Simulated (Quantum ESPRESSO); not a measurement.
# Canted and collinear textures of Fe2B, part 2 of 2

Aim: see whether a non-collinear arrangement of the moments of Fe2B lies under the collinear ones.

Quantum ESPRESSO 7.5; LDA; plane waves with GBRV 1.5 LDA potentials, no spin-orbit coupling.

So far, absolute magnetization (μB): step 2 (start 1: collinear parallel) 7.81; step 3 (start 2: two sublattices 60 degrees apart) 7.81.

The database entry behind the starting cell differs from later determinations by our own check (0.1 to 0.3 % short, probably kX units), so it need not match the best structure at ambient conditions.

### Step 5. Start 4: collinear alternating

Contents of pw.in:

```
&CONTROL
  calculation = 'scf'
  prefix = 'pwscf'
  outdir = './tmp'
  pseudo_dir = './pseudo'
  disk_io = 'nowf'
/
&SYSTEM
  ibrav = 0
  celldm(1) = 8
  nat = 6
  ntyp = 3
  ecutwfc = 34
  ecutrho = 238
  nbnd = 92
  occupations = 'smearing'
  smearing = 'fd'
  degauss = 0.00734986
  noncolin = .true.
  starting_magnetization(1) = 0.175
  angle1(1) = 0
  angle2(1) = 0
  starting_magnetization(2) = 0.175
  angle1(2) = 180
  angle2(2) = 0
  starting_magnetization(3) = 0
/
&ELECTRONS
  conv_thr = 6d-08
  electron_maxstep = 150
  mixing_beta = 0.3
/
ATOMIC_SPECIES
Fe1    55.8450 fe_lda_v1.5.uspp.F.UPF
Fe2    55.8450 fe_lda_v1.5.uspp.F.UPF
B      10.8100 b_lda_v1.4.uspp.F.UPF
CELL_PARAMETERS alat
  -0.6022320943417    0.6022320943417    0.5007774230258
   0.6022320943417   -0.6022320943417    0.5007774230258
   0.6022320943417    0.6022320943417   -0.5007774230258
ATOMIC_POSITIONS crystal
Fe1     0.1670000000    0.6670000000    0.8340000000
Fe2     0.3330000000    0.1670000000    0.5000000000
Fe1     0.8330000000    0.3330000000    0.1660000000
Fe2     0.6670000000    0.8330000000    0.5000000000
B       0.7500000000    0.7500000000    0.0000000000
B       0.2500000000    0.2500000000    0.0000000000
K_POINTS automatic
5 5 5 0 0 0
```

Started as:

```sh
> OMP_NUM_THREADS=1 mpirun -n 3 pw.x -nk 3 -in pw.in > pw.out
```

The program printed:

```text
     [... lines left out ...]
Program PWSCF v.7.5 starts
     [... lines left out ...]
     number of atoms/cell      =            6
     [... lines left out ...]
     number of electrons       =        70.00
     number of Kohn-Sham states=           92
     kinetic-energy cutoff     =      34.0000  Ry
     charge density cutoff     =     238.0000  Ry
     scf convergence threshold =      6.0E-08
     [... lines left out ...]
     Noncollinear calculation without spin-orbit
     [... lines left out ...]
      8 Sym. Ops., with inversion, found ( 4 have fractional translation)
     [... lines left out ...]
     number of k points=    27  Fermi-Dirac smearing, width (Ry)=  0.0073
     [... lines left out ...]
     iteration # 16     ecut=    34.00 Ry     beta= 0.30
     [... lines left out ...]
     atom number    1 relative position :    0.8034   0.2011   0.0000
     [... lines left out ...]
     magnetization :          0.000000   -0.000000    1.242785
     [... lines left out ...]
     atom number    2 relative position :    0.2011   0.4011   0.0000
     [... lines left out ...]
     magnetization :          0.000000   -0.000000   -1.243006
     [... lines left out ...]
     atom number    3 relative position :   -0.2011   0.4011   0.5008
     [... lines left out ...]
     magnetization :          0.000000   -0.000000    1.242785
     [... lines left out ...]
     atom number    4 relative position :    0.4011   0.2011   0.5008
     [... lines left out ...]
     magnetization :          0.000000   -0.000000   -1.243006
     [... lines left out ...]
     atom number    5 relative position :    0.0000   0.0000   0.7512
     [... lines left out ...]
     magnetization :         -0.000000    0.000000    0.000004
     [... lines left out ...]
     atom number    6 relative position :    0.0000   0.0000   0.2504
     [... lines left out ...]
     magnetization :         -0.000000    0.000000    0.000004
     [... lines left out ...]
     the Fermi energy is    17.6607 ev
!    total energy              =   -1014.11093054 Ry
     estimated scf accuracy    <          8.4E-09 Ry
     smearing contrib. (-TS)   =      -0.02219744 Ry
     [... lines left out ...]
     total magnetization       =    -0.00     0.00    -0.00 Bohr mag/cell
     absolute magnetization    =     5.36 Bohr mag/cell
     convergence has been achieved in  16 iterations
```

Elapsed: 2.4 min, on 3 MPI ranks of Intel Xeon at 2.80GHz (Skylake/Cascade Lake), shared host; peak memory 0.42 GiB; 7 min of CPU time.

Spin moment in the atom's sphere by atom:

```tsv
atom	x (μB)	y (μB)	z (μB)	size
Fe1	0.00	0.00	1.24	1.24
Fe2	0.00	0.00	-1.24	1.24
Fe3	0.00	0.00	1.24	1.24
Fe4	0.00	0.00	-1.24	1.24
B5	0.00	0.00	0.00	0.00
B6	0.00	0.00	0.00	0.00
```

Read from the output:

```yaml
smearing_term_ts: 0.3020 eV
magnetization: 0, 0, 0 μB
absolute_magnetization: 5.358 μB
final_state: antiferromagnetic
```

### Step 6. What a mistake does

One input was spoiled on purpose, to see how the program answers.

Contents of pw.in:

```
&CONTROL
  calculation = 'scf'
  prefix = 'pwscf'
  outdir = './tmp'
  pseudo_dir = './pseudo'
  disk_io = 'nowf'
/
&SYSTEM
  ibrav = 0
  nat = 6
  ntyp = 2
  ecutwfc = 34
  ecutrho = 238
  nbnd = 52
  occupations = 'smearing'
  smearing = 'fd'
  nspin = 2
  starting_magnetization(1) = 0.175
  starting_magnetization(2) = 0
/
&ELECTRONS
  conv_thr = 6d-08
  electron_maxstep = 50
  mixing_beta = 0.3
/
ATOMIC_SPECIES
Fe     55.8450 fe_lda_v1.5.uspp.F.UPF
B      10.8100 b_lda_v1.4.uspp.F.UPF
CELL_PARAMETERS angstrom
  -2.5495000000    2.5495000000    2.1200000000
   2.5495000000   -2.5495000000    2.1200000000
   2.5495000000    2.5495000000   -2.1200000000
ATOMIC_POSITIONS crystal
Fe      0.1670000000    0.6670000000    0.8340000000
Fe      0.3330000000    0.1670000000    0.5000000000
Fe      0.8330000000    0.3330000000    0.1660000000
Fe      0.6670000000    0.8330000000    0.5000000000
B       0.7500000000    0.7500000000    0.0000000000
B       0.2500000000    0.2500000000    0.0000000000
K_POINTS automatic
5 5 5 0 0 0
```

The program printed:

```text
     [... lines left out ...]
Program PWSCF v.7.5 starts
     Error in routine  set_occupations (1):
      smearing requires a value for gaussian broadening (degauss)
 %%%%%%%%%%%%%%%%%%%%%%%%%%%%%%%%%%%%%%%%%%%%%%%%%%%%%%%%%%%%%%%%%%%%%%%%%%%%%%
     stopping ...
```

Wall time 1.3 s (3 MPI ranks); peak memory 0.04 GiB.

The program refused the input before any cycle.

The program's message: “set_occupations (1): smearing requires a value for gaussian broadening (degauss)”

The fault put into the input: smearing without a width.

### Step 7. The textures together

Textures, by row:

```tsv
start	final state	energy over the lowest (meV a seeded atom)	smallest moment (μB)	largest moment (μB)	net moment (μB a cell)	angles to the first moment (degrees)
collinear parallel	ferromagnetic	0	1.811	1.811	7.14	0
two sublattices 60 degrees apart	ferromagnetic	0	1.81	1.81	7.139	0
collinear alternating	antiferromagnetic	139.1	1.243	1.243	0	0 180
```

### Step 8. Outcome

| Item | Value |
| --- | --- |
| lowest start | collinear parallel and two sublattices 60 degrees apart |
| its final state | ferromagnetic |
| its moments | 1.81 μB |
| its net moment | 7.14 μB a cell |

What this shows: No finished start ends non-collinear. The mesh is coarse, so differences of some ten meV can be noise where moments are itinerant. Without spin–orbit coupling only the angles between moments matter. The start tetrahedral directions in turn did not finish and is not in the table. The cell holds only so many moments, so longer spirals cannot form in it. Energies are free energies at an electronic temperature of 1160 K, which lowers moments and differences where the moments are itinerant. The cutoff lies under the 40 Ry that these files are usually run at.

[Logs and program files are shortened in this print: banners, set-up blocks, solver, clock and traceback lines can be left out without a mark of their own.]

[Logs are printed without paths, hosts, clocks, repeated set-up lines and the standing remarks that a program may print on its own settings, such as how far it seeks lower states.]

[Hosts, paths, dates, database ids (printed as entryN), source tags and the programs' standing remarks are cut or masked in the printed files.]

[Where a cell is said to come from a database of computed structures, the database is the Materials Project.]
